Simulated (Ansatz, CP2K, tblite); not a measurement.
## Random packing of 36SiO2-27SiC-38C (mol %) (89 atoms): runs against a plane-wave reference

Density of this cell: 2.65 g/cm³. The cell holds 89 atoms: 28 Si, 32 O and 29 C. Its edges and angles: a = 10.100 Å, b = 10.100 Å, c = 10.100 Å, α = 90.0°, β = 90.0°, γ = 90.0°. 89 atoms (28 Si, 32 O, 29 C) packed at random in a cube at 2.65 g/cm³ and pushed apart as soft spheres, cations and anions kept from their own kind; a start for melting by ab initio MD, not an equilibrated structure. Then every atom was moved at random, 0.03 Å r.m.s. a Cartesian component.

Geometry: as built.

The reference, a calculation:

| Item | Value |
| --- | --- |
| method | Kohn-Sham DFT, PBE, PAW, plane waves (Ansatz 0.2.0); cutoff 420 eV, Γ point, fermi-dirac smearing of 0.05 eV; PAW set soft_2 |
| r.m.s. force component | 1.582 eV/Å |
| longest force | 7.762 eV/Å |
| pressure | -3.761 GPa |
| SCF cycles | 10 |
| time | 21 s on 4 threads of Arm Neoverse N1, shared host |
| CPU time | 79 s |

**Question.** The same geometry is run in other programs. How far does each lie from the reference, and what does it cost?
- CP2K PBE, DZVP-MOLOPT-SR, 840/50 Ry, diagonalisation (CP2K 2026.2; 4 MPI ranks)
- CP2K BLYP, DZVP-MOLOPT-SR, 600/50 Ry, diagonalisation (CP2K 2026.2; 4 MPI ranks)
- CP2K PBE, DZVP-MOLOPT-SR, 600/50 Ry, diagonalisation (CP2K 2026.2; 4 MPI ranks)
- tblite GFN2-xTB (tblite 0.8.0; 1 thread)
- CP2K PBE, SZV-MOLOPT-SR, 600/50 Ry, diagonalisation (CP2K 2026.2; 1 thread)
- CP2K PBE, DZVP-MOLOPT-SR, 420/50 Ry, diagonalisation (CP2K 2026.2; 2 threads)

Differences are against the plane-wave reference, forces as r.m.s. over components; share is that over the reference's r.m.s. force, slope the least-squares factor from reference forces to these. Total energies of different programs have different zeros and aren't compared.

| run | Δ force, r.m.s. (meV/Å) | share (%) | slope | Δ pressure (GPa) | cores | CPU time | memory (GiB) |
| --- | --- | --- | --- | --- | --- | --- | --- |
| reference | - | - | - | - | 4 | 79 s | 1.2 |
| CP2K PBE, DZVP-MOLOPT-SR, 840/50 Ry, diagonalisation | 128 | 8.07 | 1.007 | 0.153 | 4 | 13 min | 5.3 |
| CP2K BLYP, DZVP-MOLOPT-SR, 600/50 Ry, diagonalisation | 197 | 12.5 | 1.020 | 5.90 | 4 | 12 min | 3.5 |
| CP2K PBE, DZVP-MOLOPT-SR, 600/50 Ry, diagonalisation | 131 | 8.31 | 1.008 | 0.156 | 4 | 12 min | 3.5 |
| tblite GFN2-xTB | 1047 | 66.2 | 1.049 | -10.7 | 1 | 17 s | 0.13 |
| CP2K PBE, SZV-MOLOPT-SR, 600/50 Ry, diagonalisation (coarse) | 1767 | 112 | 0.908 | 24.0 | 1 | 6.1 min | 2.3 |
| CP2K PBE, DZVP-MOLOPT-SR, 420/50 Ry, diagonalisation (coarse) | 143 | 9.01 | 1.014 | 0.175 | 2 | 8.7 min | 1.5 |

Rows marked coarse were listed beforehand as settings not expected to be converged; some can still land near the reference.

CPU time is summed over cores on a shared host, where runs went side by side, so it is rough. Symmetry, cutoffs, thresholds, outputs and thread counts weren't matched or tuned between programs; memory under MPI is the largest rank's times the ranks.

The PBE runs in local orbitals, coarse settings apart, differ by 8.1 % (CP2K PBE, DZVP-MOLOPT-SR, 840/50 Ry, diagonalisation) to 8.3 % (CP2K PBE, DZVP-MOLOPT-SR, 600/50 Ry, diagonalisation); basis, grid and potentials can all enter. Tight binding differs by 66 % (tblite GFN2-xTB); it is another model, with fitted parameters of its own, and the xTB methods hold dispersion. Rows with another functional or a dispersion term differ by 12 % (CP2K BLYP, DZVP-MOLOPT-SR, 600/50 Ry, diagonalisation), which mixes the change of model with differences of basis and potentials. Runs with settings chosen to be coarse differ by 9.0 % (CP2K PBE, DZVP-MOLOPT-SR, 420/50 Ry, diagonalisation) to 112 % (CP2K PBE, SZV-MOLOPT-SR, 600/50 Ry, diagonalisation), their programs' other errors included. Periodic xTB results under one method name differ between programs and library versions. The electronic-structure runs sample only Γ, in a cell whose shortest periodic width is 10 Å, which is coarse for a cell with partly filled levels.

[Hosts, paths, dates, database ids (printed as entryN), source tags and the programs' standing remarks are cut or masked in the printed files.]
